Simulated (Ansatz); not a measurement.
# Work function of Au(111): what the settings cost and change

How far do functional and pseudopotentials move the work function of Au(111), and at what cost?

Main program and level: Ansatz 0.2.0; plane-wave DFT, PBE, Ansatz PAW, in the first sound run; inputs show where later runs differ.

### 1. The structure

The cell holds 7 atoms: 7 Au. Cell: a = 2.885 Å, b = 2.885 Å, c = 32.134 Å, α = 90.0°, β = 90.0°, γ = 60.0°. Vacuum lies along c.

### 2. Run, setting PBE, Ansatz PAW (420 eV)

A work function rests on the faint tail of the density, so the SCF threshold is tight. PBE on the default files comes first; the next runs keep the geometry and change functional or files, each at the cutoff that its files recommend; a relaxation and, for heavy metals, spin-orbit coupling close the ladder.

File input.yaml:

```yaml
crystal:
  lattice:
    - [2.8849956672, 0.0, 0.0]
    - [1.4424978336, 2.4984795376, 0.0]
    - [0.0, 0.0, 32.1335345898]
  atoms:
    - { symbol: Au, position: [0.0, 0.0, 0.2800812334] }
    - { symbol: Au, position: [0.3333333333, 0.3333333333, 0.3533874889] }
    - { symbol: Au, position: [0.6666666667, 0.6666666667, 0.4266937445] }
    - { symbol: Au, position: [0.0, 0.0, 0.5] }
    - { symbol: Au, position: [0.3333333333, 0.3333333333, 0.5733062555] }
    - { symbol: Au, position: [0.6666666667, 0.6666666667, 0.6466125111] }
    - { symbol: Au, position: [0.0, 0.0, 0.7199187666] }
kpoints:
  mp_grid: { grid: [16, 16, 1] }
hamiltonian:
  xc: pbe
scf:
  occupations: { method: fermi_dirac, width: 0.1 }
  convergence: { dr2_threshold: 1.0e-09 }
efield:
  axis: 3
  dipole_correction: true
  ramp_position: 0.97
  ramp_width: 0.06
output:
  write_potential: true
  write_density: true
  volumetric_format: npy
  elf: true
```

On the command line:

```console
$ ansatz run input.yaml --threads 4 --pin off --max-ram 6144MiB --backend cpu --events-out ev --progress --plain --runs-dir out
```

Numbers of over 12 decimals in the logs are rounded to 6 here.

What it wrote:

```text
Engine: ansatz 0.2.0, aarch64-unknown-linux-gnu
Pseudopotentials: kind: paw
Pseudopotential: Au, paw, valence charge 19, recommended cutoff 420 eV (normal), Au.paw.azcp
Functional definition: PBE
  parameter kappa = 0.804
  parameter beta = 0.066725
  exchange = pbe_x(kappa = kappa, mu = beta*pi^2/3)
  correlation = pbe_c(beta = beta)
Crystal: 7 atoms, lattice volume = 231.622 Å³
Basis set: ecut = 420 eV, 4535 PW (Γ)
Bands: 80, of which v1, the nominal top of the filled ones, is band 67 counted from 1 (66 counted from 0)
Symmetry: 6 space group operations
k-points: 30 of 256 (time reversal used)
Non-local potential: Au, projectors of the file, l = 0: 3, l = 1: 2, l = 2: 2, l = 3: 1
PAW form: soft (Blöchl's): semilocal exchange-correlation on the pseudo side does not see the compensation charge
PAW one-centre angular grid: Au, 590 points (default); XC on 64 Gauss nodes
Initial density: superposition of atomic densities (neutral atoms: chi_scale 0, normalization atom), corrected by the library's trained network
Initial wavefunctions: pseudopotential atomic-orbital guess
Functional: x = pbe(κ = 0.804, μ = 0.219515), c = pbe(β = 0.066725)
SCF iter   1: F=—  HF=-92044.595422 eV  |F-HF|=—  |Δ(HF+E_count)|=         —  Δρ=3.75e-3  dr2=1.29e0  ethr=1.77e-3  p=0.000 e·Å  D=3.17e-13 V/Å  ΔV_dip=-0.00 eV  dr2_dipole=3.61e-7  V_vac-E_F(+/−)=4.62/4.62 eV  ⟨swp⟩=7.6  Hψ=9792  notcnv=0  defer=69
efield: sawtooth ramp at fractional position 0.9700 (set: `efield.ramp_position`, or a place that a band, a saddle search or an elastic batch's reference lends), width 0.0600; the density the first Hamiltonian is built on has a dipole p = 0.000 e·Å; the dipole correction subtracts the counter field D = 3.17e-13 V/Å, which shifts the + side's vacuum level by -0.00 eV against the − side's; the planar-averaged density in the ramp window peaks in size at 2.4e-6 e/Å³
preconditioner: auto → LDOS  [metal: Δε(μ)=0.044 eV  Ē_g=9.487 eV  σ=0.100 eV  W_gap=0.11  n_scr=24 (ndim 8)  ℏωp=21.4 eV  f_vac=0.459  D(μ)=2.77/eV (n_scr^D=14)  β→1.0]
SCF iter   2: F=—  HF=-92044.561138 eV  |F-HF|=—  |Δ(HF+E_count)|=   3.43e-2  Δρ=1.89e-3  dr2=2.36e-2  ethr=9.73e-4  p=0.000 e·Å  D=4.36e-6 V/Å  ΔV_dip=-0.00 eV  dr2_dipole=2.11e-7  V_vac-E_F(+/−)=5.13/5.13 eV  ⟨swp⟩=1.8  Hψ=2874  notcnv=0  defer=103
SCF iter   3: F=—  HF=-92044.562010 eV  |F-HF|=—  |Δ(HF+E_count)|=   8.72e-4  Δρ=1.18e-3  dr2=1.10e-2  ethr=1.77e-5  p=-0.000 e·Å  D=-4.87e-6 V/Å  ΔV_dip=0.00 eV  dr2_dipole=1.73e-8  V_vac-E_F(+/−)=5.10/5.10 eV  ⟨swp⟩=2.4  Hψ=3981  notcnv=0  defer=103
SCF iter   4: F=—  HF=-92044.560474 eV  |F-HF|=—  |Δ(HF+E_count)|=   1.54e-3  Δρ=4.17e-4  dr2=9.06e-4  ethr=8.24e-6  p=0.000 e·Å  D=7.64e-7 V/Å  ΔV_dip=-0.00 eV  dr2_dipole=1.76e-9  V_vac-E_F(+/−)=5.16/5.16 eV  ⟨swp⟩=2.0  Hψ=3470  notcnv=0  defer=103
SCF iter   5: F=—  HF=-92044.560266 eV  |F-HF|=—  |Δ(HF+E_count)|=   2.08e-4  Δρ=6.89e-5  dr2=2.04e-5  ethr=6.81e-7  p=-0.000 e·Å  D=-3.55e-8 V/Å  ΔV_dip=0.00 eV  dr2_dipole=3.31e-10  V_vac-E_F(+/−)=5.16/5.16 eV  ⟨swp⟩=2.9  Hψ=3997  notcnv=0  defer=103
SCF iter   6: F=—  HF=-92044.560249 eV  |F-HF|=—  |Δ(HF+E_count)|=   1.73e-5  Δρ=2.40e-5  dr2=3.34e-6  ethr=1.53e-8  p=-0.000 e·Å  D=-8.74e-8 V/Å  ΔV_dip=0.00 eV  dr2_dipole=6.96e-11  V_vac-E_F(+/−)=5.16/5.16 eV  ⟨swp⟩=2.2  Hψ=3827  notcnv=0  defer=103
SCF iter   7: F=—  HF=-92044.560579 eV  |F-HF|=—  |Δ(HF+E_count)|=   3.30e-4  Δρ=7.59e-6  dr2=1.89e-7  ethr=2.51e-9  p=0.000 e·Å  D=2.10e-8 V/Å  ΔV_dip=-0.00 eV  dr2_dipole=6.89e-12  V_vac-E_F(+/−)=5.16/5.16 eV  ⟨swp⟩=2.1  Hψ=3592  notcnv=0  defer=99
SCF iter   8: F=—  HF=-92044.560579 eV  |F-HF|=—  |Δ(HF+E_count)|=   1.74e-8  Δρ=2.62e-6  dr2=2.97e-8  ethr=1.42e-10  p=0.000 e·Å  D=1.85e-8 V/Å  ΔV_dip=-0.00 eV  dr2_dipole=5.01e-13  V_vac-E_F(+/−)=5.16/5.16 eV  ⟨swp⟩=2.4  Hψ=4021  notcnv=0  defer=99
SCF iter   9: F=—  HF=-92044.560579 eV  |F-HF|=—  |Δ(HF+E_count)|=   4.35e-9  Δρ=7.83e-7  dr2=2.47e-9  ethr=2.23e-11  p=0.000 e·Å  D=1.58e-8 V/Å  ΔV_dip=-0.00 eV  dr2_dipole=4.83e-13  V_vac-E_F(+/−)=5.16/5.16 eV  ⟨swp⟩=2.3  Hψ=3732  notcnv=0  defer=99
SCF iter  10: F=-92044.560579 eV  HF=-92044.560579 eV  |F-HF|=2.62e-10  |Δ(HF+E_count)|=   1.48e-9  Δρ=3.23e-7  dr2=2.45e-10  ethr=1.00e-12  p=0.000 e·Å  D=3.49e-9 V/Å  ΔV_dip=-0.00 eV  dr2_dipole=1.16e-13  V_vac-E_F(+/−)=5.16/5.16 eV  ⟨swp⟩=14.7  Hψ=8831  notcnv=0
SCF 1 converged in 10 iterations: F = -92044.560579 eV  dr2 = 2.45e-10
  greatest PAW one-centre occupation: 1.000 electrons in one spin orbital (limit 2), on the Au atom at site 3 (counted from 0), in its partial waves of l = 0
WARN: The output density's exchange-correlation potential varies sharply where the density is thin. Do not read a vacuum level from v_tot or v_xc, or from such a field of the output density. On a cell that repeats whose density bears no net charge and no dipole along the vacuum's axis use v_es (v_loc + v_h of the components); under efield.dipole_correction with no amplitude use v_es + v_field, which holds any externa [...]
SCF converged after 10 iterations
Free energy (F): -92044.560579 eV
Harris-Foulkes:  -92044.560579 eV  (|F-HF|=2.62e-10)
Internal energy: -92044.479225 eV  (E = F + TS)
E sigma→0 (E₀):  -92044.519902 eV
Entropy (-TS):   -0.081354 eV (-11.622 meV/atom)
Fermi energy:    8.094653 eV
Dipole field:    D = -0.000000 V/Å  (p = -0.000001 e·Å, saw-weighted, corrected)
Work function:   Φ+ = 5.1636 eV   Φ− = 5.1635 eV
Levels:          The Fermi level and band energies are counted from a zero that moves with the ramp; work functions are not
--- Per-component energies (eV) ---
  E_band       = -3096.131360
  E_kinetic    = 4234.830972
  E_local      = -298172.745621  (includes V_loc(G=0)·N_el)
  E_nonlocal   = 520.011804
  E_hartree    = 147389.748190
  E_xc         = -1595.758202
  E_vxc        = -1926.143024  (∫ρ·V_xc dr)
  E_paw        = -67947.473351  (= ΣΔE_a)
  E_vpaw       = -2531.589673  (= ΣTr[D̂ρ^β])
  E_aug_tail   = 0.010365  (compensation charges beyond the density's cutoff)
  E_efield     = 0.000000  (sawtooth field / dipole correction)
  E_vefield    = 0.000000  (∫n·V_field dr)
  E_ewald      = 123526.896619
  E_smearing   = -0.081354  (= −TS)
  E_closure    = 0.000000  (closes the sum)
  Σ components = -92044.560579   (vs F -92044.560579, Δ=0.00e0)
--- Band table (eV; the first three rows and the last of 30) ---
  k-point 0: bands = [... 63 lower, 5.7075, 5.7075, 6.0153, 6.0153, 6.1398, 6.1398, 7.4564, 7.9567, ... 9 higher]
  k-point 1: bands = [... 63 lower, 5.7102, 5.7738, 5.9015, 6.0189, 6.1463, 6.4270, 7.7724, 8.3677, ... 9 higher]
  k-point 2: bands = [... 63 lower, 5.6015, 5.7150, 6.0281, 6.1545, 6.1640, 7.0564, 8.4089, 9.2586, ... 9 higher]
  k-point 29: bands = [... 63 lower, 10.0061, 10.4809, 11.1319, 11.1549, 11.1650, 11.5904, 11.6304, 12.4100, ... 9 higher]
```

Run time: 48 s. Hardware: 4 threads of Arm Neoverse N1, shared host; peak memory 0.99 GiB; 2.5 min of CPU time.

In the SCF lines HF is the Harris–Foulkes energy and dr2 the Hartree energy of the density residual, in eV; the loop may stop once dr2 is under the threshold and the program's other checks hold. Hψ counts applications of the Hamiltonian.

This step gave:

```yaml
energy_at_zero_smearing: -92044.5199 eV
work_function_upper_face: 5.164 eV
```

Running mean over 2.356 Å of the planar mean; the ramp of the sawtooth is left out. Electron's electrostatic potential energy less the Fermi level against z:

| z (Å) | electron's electrostatic potential energy less the Fermi level (eV) |
| --- | --- |
| 4 | 5.16 |
| 5 | 5.16 |
| 6 | 5.10 |
| 7 | 4.12 |
| 8 | -3.37 |
| 9 | -8.19 |
| 10 | -8.58 |
| 11 | -8.72 |
| 12 | -8.75 |
| 13 | -8.73 |
| 14 | -8.74 |
| 15 | -8.75 |
| 16 | -8.76 |
| 17 | -8.75 |
| 18 | -8.74 |
| 19 | -8.73 |
| 20 | -8.74 |
| 21 | -8.73 |
| 22 | -8.60 |
| 23 | -8.30 |
| 24 | -4.52 |
| 25 | 3.59 |
| 26 | 5.08 |
| 27 | 5.16 |
| 28 | 5.16 |

ELF in the ca plane at fractional y = 0.000, with atoms of Au within 0.2 Å of it. It is the smooth field of the valence electrons, not physical close to the nuclei.

Values, 5 rows by 16 columns, each cell a mean:
```
0.15 0.20 0.21 0.44 0.57 0.24 0.21 0.15 0.19 0.20 0.42 0.59 0.30 0.08 0.01 0.00
0.21 0.31 0.26 0.26 0.33 0.22 0.33 0.22 0.30 0.27 0.25 0.34 0.20 0.05 0.00 0.00
0.24 0.37 0.31 0.20 0.21 0.22 0.41 0.25 0.35 0.32 0.19 0.23 0.15 0.04 0.00 0.00
0.19 0.27 0.23 0.32 0.42 0.22 0.28 0.20 0.26 0.24 0.31 0.44 0.24 0.06 0.01 0.00
0.13 0.18 0.20 0.47 0.62 0.25 0.20 0.13 0.17 0.19 0.45 0.64 0.32 0.09 0.01 0.00
```
Columns run along c (16.0 Å, from fractional 0.38 to 0.88 of the cell), rows up along a (2.9 Å). Atoms in or near the plane, at fractional coordinates: Au at (0.50, 0.00), Au at (0.72, 0.00).

Valence density in the ca plane at fractional y = 0.000, with atoms of Au within 0.2 Å of it. It is the smooth field of the valence electrons, not physical close to the nuclei.

Ten steps, logarithmic in the rise over the least value, from '0' (0 e/Å³) to '9' (14 e/Å³), each cell a mean:
```
11112212368986321221111122124799842000000000
21123322246774222332112232223677631000000000
22234432223442223443222444222344321000000000
32245542112222124554223454321222210000000000
32235532222322223553223454322233210000000000
21223332235653222333212333222466421000000000
11122222358886322222111222224788741000000000
11111112369997321111111111125899852000000000
```
Columns run along c (16.0 Å, from fractional 0.38 to 0.88 of the cell), rows up along a (2.9 Å). Atoms in or near the plane, at fractional coordinates: Au at (0.50, 0.00), Au at (0.72, 0.00).

Electrostatic potential energy in the ca plane at fractional y = 0.000, with atoms of Au within 0.2 Å of it. With pseudopotentials it is smooth inside the atoms' cores, unlike the true potential.

Values in eV, 5 rows by 16 columns, each cell a mean:
```
 11   9   9 -20 -36   5   8  10   9   9 -15 -37   4  13  13  13
  7  -1   3   3  -4   7  -4   7   0   2   4  -5  11  13  13  13
  5  -9  -1   9   7   7 -13   5  -7  -3   9   8  12  13  13  13
  9   3   6  -4 -17   7   2   8   4   5  -2 -18   9  13  13  13
 11  10   9 -23 -38   4   9  11  10   9 -19 -39   3  13  13  13
```
Columns run along c (16.0 Å, from fractional 0.38 to 0.88 of the cell; values clipped at the 3rd and 97th percentile), rows up along a (2.9 Å). Atoms in or near the plane, at fractional coordinates: Au at (0.50, 0.00), Au at (0.72, 0.00).

The work function is 5.164 eV.

### 3. Slab

This step: plane-wave DFT, LDA, Ansatz PAW (Ansatz 0.2.0).

input.yaml: that of step 2 with these lines changed.

```diff
@@ -16,3 +16,3 @@
 hamiltonian:
-  xc: pbe
+  xc: lda
 scf:
@@ -29,2 +29 @@
   volumetric_format: npy
-  elf: true
```

What it wrote:

```text
[...]
Crystal: 7 atoms, lattice volume = 231.622 Å³
Basis set: ecut = 420 eV, 4535 PW (Γ)
Bands: 80, of which v1, the nominal top of the filled ones, is band 67 counted from 1 (66 counted from 0)
Symmetry: 6 space group operations
k-points: 30 of 256 (time reversal used)
[...]
k-point 0: bands = [... 63 lower, 5.3451, 5.3451, 5.6576, 5.6576, 5.7801, 5.7801, 7.0301, 7.5284, ... 9 higher]
  k-point 1: bands = [... 63 lower, 5.3478, 5.4075, 5.5321, 5.6612, 5.7866, 6.0356, 7.3531, 7.9478, ... 9 higher]
  k-point 2: bands = [... 63 lower, 5.2283, 5.3528, 5.6703, 5.7725, 5.8042, 6.6572, 7.9922, 8.8459, ... 9 higher]
  k-point 29: bands = [... 63 lower, 9.5490, 10.0244, 10.6607, 10.6682, 10.6829, 11.1018, 11.1435, 11.9836, ... 9 higher]
[key lines of the parts left out:]
SCF converged after 10 iterations
Free energy (F): -90053.600531 eV
Fermi energy:    7.678846 eV
Dipole field:    D = -0.000001 V/Å  (p = -0.000001 e·Å, saw-weighted, corrected)
Work function:   Φ+ = 5.5831 eV   Φ− = 5.5831 eV
```

It took 48 s on 4 threads; peak memory 0.98 GiB; 2.5 min of CPU time.

The work function is 5.583 eV, +0.420 eV from the run “PBE, Ansatz PAW (420 eV)”, at 0.99 times its CPU time.

### 4. Slab

This step: plane-wave DFT, PBEsol, Ansatz PAW (Ansatz 0.2.0).

input.yaml: that of step 3 with these lines changed.

```diff
@@ -16,3 +16,3 @@
 hamiltonian:
-  xc: lda
+  xc: pbesol
 scf:
```

What it wrote:

```text
[...]
Crystal: 7 atoms, lattice volume = 231.622 Å³
Basis set: ecut = 420 eV, 4535 PW (Γ)
Bands: 80, of which v1, the nominal top of the filled ones, is band 67 counted from 1 (66 counted from 0)
Symmetry: 6 space group operations
k-points: 30 of 256 (time reversal used)
[...]
k-point 0: bands = [... 63 lower, 5.5705, 5.5705, 5.8805, 5.8805, 6.0064, 6.0064, 7.2753, 7.7606, ... 9 higher]
  k-point 1: bands = [... 63 lower, 5.5732, 5.6299, 5.7614, 5.8842, 6.0130, 6.2714, 7.5970, 8.1782, ... 9 higher]
  k-point 2: bands = [... 63 lower, 5.4584, 5.5783, 5.8936, 6.0074, 6.0309, 6.8961, 8.2378, 9.0753, ... 9 higher]
  k-point 29: bands = [... 63 lower, 9.8139, 10.2883, 10.9377, 10.9514, 10.9613, 11.3911, 11.4288, 12.2117, ... 9 higher]
[key lines of the parts left out:]
SCF converged after 10 iterations
Free energy (F): -91048.824027 eV
Fermi energy:    7.919958 eV
Dipole field:    D = -0.000001 V/Å  (p = -0.000001 e·Å, saw-weighted, corrected)
Work function:   Φ+ = 5.3056 eV   Φ− = 5.3055 eV
```

Wall time 45 s (4 threads); peak memory 0.99 GiB.

The work function is 5.306 eV, +0.142 eV from the run “PBE, Ansatz PAW (420 eV)”, at 1.0 times its CPU time.

### 5. Run

This step: plane-wave DFT, RPBE, Ansatz PAW (Ansatz 0.2.0).

input.yaml: that of step 4 with these lines changed.

```diff
@@ -16,3 +16,3 @@
 hamiltonian:
-  xc: pbesol
+  xc: rpbe
 scf:
```

What it wrote:

```text
[...]
Crystal: 7 atoms, lattice volume = 231.622 Å³
Basis set: ecut = 420 eV, 4535 PW (Γ)
Bands: 80, of which v1, the nominal top of the filled ones, is band 67 counted from 1 (66 counted from 0)
Symmetry: 6 space group operations
k-points: 30 of 256 (time reversal used)
[...]
k-point 0: bands = [... 63 lower, 5.8275, 5.8275, 6.1329, 6.1329, 6.2598, 6.2598, 7.6187, 8.1224, ... 9 higher]
  k-point 1: bands = [... 63 lower, 5.8302, 5.8961, 6.0277, 6.1366, 6.2664, 6.5651, 7.9290, 8.5275, ... 9 higher]
  k-point 2: bands = [... 63 lower, 5.7295, 5.8350, 6.1460, 6.2842, 6.2869, 7.1971, 8.5612, 9.4126, ... 9 higher]
  k-point 29: bands = [... 63 lower, 10.1660, 10.6399, 11.2940, 11.3251, 11.3343, 11.7581, 11.7994, 12.5648, ... 9 higher]
[key lines of the parts left out:]
SCF converged after 10 iterations
Free energy (F): -92143.625025 eV
Fermi energy:    8.240997 eV
Dipole field:    D = -0.000001 V/Å  (p = -0.000001 e·Å, saw-weighted, corrected)
Work function:   Φ+ = 4.9829 eV   Φ− = 4.9829 eV
```

It took 46 s on 4 threads; peak memory 0.99 GiB; 2.5 min of CPU time.

The work function is 4.983 eV, -0.181 eV from the run “PBE, Ansatz PAW (420 eV)”, at 1.0 times its CPU time.

### 6. Slab

This step: plane-wave DFT, r2SCAN, Ansatz PAW (Ansatz 0.2.0).

input.yaml: that of step 5 with these lines changed.

```diff
@@ -16,3 +16,3 @@
 hamiltonian:
-  xc: rpbe
+  xc: r2scan
 scf:
```

What it wrote:

```text
[...]
Crystal: 7 atoms, lattice volume = 231.622 Å³
Basis set: ecut = 500 eV, 5841 PW (Γ), exchange–correlation on 96×96×960 points (64 copies of the dense FFT grid, shifted against one another)
Bands: 80, of which v1, the nominal top of the filled ones, is band 67 counted from 1 (66 counted from 0)
Symmetry: 6 space group operations
[...]
k-point 0: bands = [... 63 lower, 5.3937, 5.4696, 5.7063, 5.7063, 5.8367, 5.8367, 7.4166, 8.0031, ... 9 higher]
  k-point 1: bands = [... 63 lower, 5.3961, 5.4857, 5.6126, 5.7099, 5.8434, 6.2253, 7.7213, 8.4046, ... 9 higher]
  k-point 2: bands = [... 63 lower, 5.3079, 5.4002, 5.7191, 5.8615, 5.9012, 6.8898, 8.3598, 9.3058, ... 9 higher]
  k-point 29: bands = [... 63 lower, 10.0244, 10.5178, 11.1892, 11.2358, 11.2521, 11.6768, 11.7239, 12.5601, ... 9 higher]
[key lines of the parts left out:]
SCF converged after 12 iterations
Free energy (F): -92143.758395 eV
Fermi energy:    8.002042 eV
Dipole field:    D = -0.000002 V/Å  (p = -0.000002 e·Å, saw-weighted, corrected)
Work function:   Φ+ = 5.1825 eV   Φ− = 5.1824 eV
```

It took 1.7 min on 4 threads; peak memory 1.6 GiB.

The work function is 5.182 eV, +0.019 eV from the run “PBE, Ansatz PAW (420 eV)”, at 2.4 times its CPU time.

### 7. Slab

This step: plane-wave DFT, PBE, JTH PAW (Ansatz 0.2.0).

input.yaml: that of step 6 with these lines changed.

```diff
@@ -16,3 +16,4 @@
 hamiltonian:
-  xc: r2scan
+  xc: pbe
+  pseudopotentials: { kind: paw, source: jth }
 scf:
```

What it wrote:

```text
[...]
k-point 0: bands = [... 35 lower, 3.3529, 3.3529, 3.6581, 3.6581, 3.7809, 3.7809, 5.1162, 5.6236, ... 4 higher]
  k-point 1: bands = [... 35 lower, 3.3555, 3.4202, 3.5475, 3.6617, 3.7874, 4.0745, 5.4282, 6.0309, ... 4 higher]
  k-point 2: bands = [... 35 lower, 3.2498, 3.3601, 3.6707, 3.8010, 3.8049, 4.7029, 6.0602, 6.9181, ... 4 higher]
  k-point 29: bands = [... 35 lower, 7.6640, 8.1346, 8.7846, 8.8286, 8.8380, 9.2541, 9.2986, 10.0647, ... 4 higher]
[key lines of the parts left out:]
SCF converged after 11 iterations
Free energy (F): -73822.392570 eV
Fermi energy:    5.740448 eV
Dipole field:    D = 0.000000 V/Å  (p = 0.000000 e·Å, saw-weighted, corrected)
Work function:   Φ+ = 5.1683 eV   Φ− = 5.1683 eV
```

The job ended after 67 s (4 threads; peak memory 1.3 GiB; 4 min of CPU time).

The work function is 5.168 eV, +0.005 eV from the run “PBE, Ansatz PAW (420 eV)”, at 1.6 times its CPU time.

### 8. Slab

This step: plane-wave DFT, PBE, norm-conserving (Ansatz 0.2.0).

input.yaml: that of step 7 with these lines changed.

```diff
@@ -17,3 +17,3 @@
   xc: pbe
-  pseudopotentials: { kind: paw, source: jth }
+  pseudopotentials: { kind: nc }
 scf:
```

What it wrote:

```text
[...]
Crystal: 7 atoms, lattice volume = 231.622 Å³
Basis set: ecut = 1034.032677 eV, 17467 PW (Γ)
Bands: 80, of which v1, the nominal top of the filled ones, is band 67 counted from 1 (66 counted from 0)
Symmetry: 6 space group operations
k-points: 30 of 256 (time reversal used)
[...]
k-point 0: bands = [... 63 lower, 5.7551, 5.7551, 6.0631, 6.0631, 6.1879, 6.1879, 7.5060, 8.0086, ... 9 higher]
  k-point 1: bands = [... 63 lower, 5.7578, 5.8217, 5.9494, 6.0668, 6.1944, 6.4753, 7.8219, 8.4197, ... 9 higher]
  k-point 2: bands = [... 63 lower, 5.6491, 5.7626, 6.0759, 6.2024, 6.2121, 7.1048, 8.4583, 9.3109, ... 9 higher]
  k-point 29: bands = [... 63 lower, 10.0533, 10.5287, 11.1790, 11.2009, 11.2112, 11.6354, 11.6764, 12.4645, ... 9 higher]
[key lines of the parts left out:]
SCF converged after 9 iterations
Free energy (F): -28192.849342 eV
Fermi energy:    8.143922 eV
Dipole field:    D = 0.000000 V/Å  (p = 0.000000 e·Å, saw-weighted, corrected)
Work function:   Φ+ = 5.1629 eV   Φ− = 5.1629 eV
```

Run time: 3.1 min. Hardware: 4 threads; peak memory 2.8 GiB; 11 min of CPU time.

The work function is 5.163 eV, -0.001 eV from the run “PBE, Ansatz PAW (420 eV)”, at 4.5 times its CPU time.

[end of part 1 of 2]

[Logs are printed without paths, hosts, clocks, repeated set-up lines and the standing remarks that a program may print on its own settings, such as how far it seeks lower states.]

[Hosts, paths, dates, database ids (printed as entryN), source tags and the programs' standing remarks are cut or masked in the printed files.]

[Maps of the electrostatic potential energy from Ansatz leave out the sawtooth potential of an applied field or a dipole correction, so their vacuum need not be flat; planar profiles and work functions include it.]
